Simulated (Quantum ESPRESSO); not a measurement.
# Pd (Palladium): which magnetic order is lowest, part 2 of 2

A self-consistent run ends on one state, which hangs on the start. Several orders of Pd (Palladium) are started in Quantum ESPRESSO and their energies compared.

Quantum ESPRESSO 7.5; PBE; plane waves with GBRV 1.5 PBE potentials, no spin-orbit coupling.

So far: The starting structure; Run 1 (ferro +); Run 2 (antiferro q=(0,1/2,1/2) +−).

**3. Run 2 (antiferro q=(0,1/2,1/2) +−) (continued)**

The spin moment in the atom's sphere vanishes on all atoms.

This step gave:

* smearing term TS: 0.1260 eV
* pressure: 7.998 GPa
* magnetization: 0 μB
* absolute magnetization: 0 μB
* final state: non-magnetic

**4. Run 3, typed as antiferro q=(0,0,1/2) +−**

This order needs a doubled cell of 2 atoms.

File pw.in:

```
&CONTROL
  calculation = 'scf'
  prefix = 'pwscf'
  outdir = './tmp'
  pseudo_dir = './pseudo'
  disk_io = 'nowf'
  tprnfor = .true.
  tstress = .true.
/
&SYSTEM
  ibrav = 0
  celldm(1) = 8
  nat = 2
  ntyp = 2
  ecutwfc = 40
  ecutrho = 280
  nbnd = 23
  occupations = 'smearing'
  smearing = 'fd'
  degauss = 0.00734986
  nspin = 2
  starting_magnetization(1) = 0.0375
  starting_magnetization(2) = -0.0375
/
&ELECTRONS
  conv_thr = 4d-09
  electron_maxstep = 150
  mixing_beta = 0.3
/
ATOMIC_SPECIES
Pd1   106.4200 pd_pbe_v1.4.uspp.F.UPF
Pd2   106.4200 pd_pbe_v1.4.uspp.F.UPF
CELL_PARAMETERS alat
   0.0000000000000    0.4597939876980    0.4597939876980
   0.4597939876980    0.0000000000000    0.4597939876980
   0.9195879753960    0.9195879753960    0.0000000000000
ATOMIC_POSITIONS crystal
Pd1     0.0000000000    0.0000000000    0.0000000000
Pd2     0.0000000000    0.0000000000    0.5000000000
K_POINTS automatic
12 12 6 0 0 0
```

Command:

```console
$ OMP_NUM_THREADS=1 mpirun -n 4 pw.x -nk 4 -in pw.in > pw.out
```

The program printed:

```text
     [... lines left out ...]
Program PWSCF v.7.5 starts
     [... lines left out ...]
     number of atoms/cell      =            2
     [... lines left out ...]
     number of electrons       =        32.00
     number of Kohn-Sham states=           23
     kinetic-energy cutoff     =      40.0000  Ry
     charge density cutoff     =     280.0000  Ry
     scf convergence threshold =      4.0E-09
     [... lines left out ...]
     12 Sym. Ops., with inversion, found
     [... lines left out ...]
     number of k points=    98  Fermi-Dirac smearing, width (Ry)=  0.0073
     [... lines left out ...]
     iteration # 12     ecut=    40.00 Ry     beta= 0.30
     [... lines left out ...]
     Magnetic moment per site  (integrated on atomic sphere of radius R)
     atom   1 (R=0.268)  charge= 14.4657  magn=  0.0001
     atom   2 (R=0.268)  charge= 14.4657  magn=  0.0000
     [... lines left out ...]
     the Fermi energy is    18.7359 ev
!    total energy              =    -397.40882397 Ry
     estimated scf accuracy    <          3.0E-10 Ry
     smearing contrib. (-TS)   =      -0.00926244 Ry
     [... lines left out ...]
     total magnetization       =     0.00 Bohr mag/cell
     absolute magnetization    =     0.00 Bohr mag/cell
     convergence has been achieved in  12 iterations
     [... lines left out ...]
     Total force =     0.000000     Total SCF correction =     0.000000
     [... lines left out ...]
          total   stress  (Ry/bohr**3)                   (kbar)     P=       79.98
     [... lines left out ...]
```

The job ended after 18 s (4 MPI ranks of Intel Xeon Platinum 8488C (Sapphire Rapids), shared host; peak memory 0.36 GiB; 70 s of CPU time).

Spin moment in the atom's sphere by atom:

```csv
atom,spin moment in the atom's sphere (μB)
Pd1,0.0001
Pd2,0.0000
```

Read from the output:

```
smearing term TS       : 0.1260 eV
pressure               : 7.998 GPa
magnetization          : 0 μB
absolute magnetization : 0 μB
final state            : non-magnetic
```

**5. Run 4, typed as no spin polarisation**

File pw.in:

```
&CONTROL
  calculation = 'scf'
  prefix = 'pwscf'
  outdir = './tmp'
  pseudo_dir = './pseudo'
  disk_io = 'nowf'
  tprnfor = .true.
  tstress = .true.
/
&SYSTEM
  ibrav = 0
  celldm(1) = 8
  nat = 1
  ntyp = 1
  ecutwfc = 40
  ecutrho = 280
  nbnd = 14
  occupations = 'smearing'
  smearing = 'fd'
  degauss = 0.00734986
/
&ELECTRONS
  conv_thr = 2d-09
  electron_maxstep = 150
  mixing_beta = 0.3
/
ATOMIC_SPECIES
Pd    106.4200 pd_pbe_v1.4.uspp.F.UPF
CELL_PARAMETERS alat
   0.0000000000000    0.4597939876980    0.4597939876980
   0.4597939876980    0.0000000000000    0.4597939876980
   0.4597939876980    0.4597939876980    0.0000000000000
ATOMIC_POSITIONS crystal
Pd      0.0000000000    0.0000000000    0.0000000000
K_POINTS automatic
12 12 12 0 0 0
```

The program printed:

```text
     [... lines left out ...]
Program PWSCF v.7.5 starts
     [... lines left out ...]
     number of atoms/cell      =            1
     [... lines left out ...]
     number of electrons       =        16.00
     number of Kohn-Sham states=           14
     kinetic-energy cutoff     =      40.0000  Ry
     charge density cutoff     =     280.0000  Ry
     scf convergence threshold =      2.0E-09
     [... lines left out ...]
     48 Sym. Ops., with inversion, found
     [... lines left out ...]
     number of k points=    72  Fermi-Dirac smearing, width (Ry)=  0.0073
     [... lines left out ...]
     iteration #  9     ecut=    40.00 Ry     beta= 0.30
     [... lines left out ...]
     the Fermi energy is    18.7360 ev
!    total energy              =    -198.70441370 Ry
     estimated scf accuracy    <          5.6E-11 Ry
     smearing contrib. (-TS)   =      -0.00463120 Ry
     [... lines left out ...]
     convergence has been achieved in   9 iterations
     [... lines left out ...]
     Total force =     0.000000     Total SCF correction =     0.000000
     [... lines left out ...]
          total   stress  (Ry/bohr**3)                   (kbar)     P=       79.76
     [... lines left out ...]
```

Run time: 3 s. Hardware: 4 MPI ranks; peak memory 0.24 GiB.

Read from the output:

- smearing term TS: 0.06301 eV
- pressure: 7.976 GPa
- final state: non-magnetic (no spin polarisation)

**6. Energies of the orders**

An order is kept where moments of 0.15 μB or more survive with the typed signs; meshes match where a doubled cell samples the same k points as the first cell.

Orders:

```csv
start,final state,typed order kept,energy over the lowest (meV a seeded atom),largest site moment (μB),net moment (μB a cell of the first run),mesh matched,CPU time (s)
ferro +,non-magnetic,no,0.02284,8.68e-4,8.34e-4,yes,21.79
"antiferro q=(0,1/2,1/2) +-",non-magnetic,no,0.02393,0,0,yes,105.1
"antiferro q=(0,0,1/2) +-",non-magnetic,no,0.02339,0,0,yes,69.65
no spin polarisation,non-magnetic,-,0,0,0,yes,10.48
```

**7. Results**

```yaml
lowest_state_found: non-magnetic (from ferro +, antiferro q=(0,1/2,1/2) +-, antiferro q=(0,0,1/2) +- and no spin polarisation)
largest_site_moment: 0 μB
```

**Reading.** The lowest state carries no moment, and no start kept one. Only these 4 starts were compared; other wavevectors, canted and longer-period orders were not. Energies are free energies at an electronic temperature of 1160 K, which lowers moments and differences where the moments are itinerant.

[Logs and program files are shortened in this print: banners, set-up blocks, solver, clock and traceback lines can be left out without a mark of their own.]

[Logs are printed without paths, hosts, clocks, repeated set-up lines and the standing remarks that a program may print on its own settings, such as how far it seeks lower states.]

[Hosts, paths, dates, database ids (printed as entryN), source tags and the programs' standing remarks are cut or masked in the printed files.]

[Where a cell is said to come from a database of computed structures, the database is the Materials Project.]
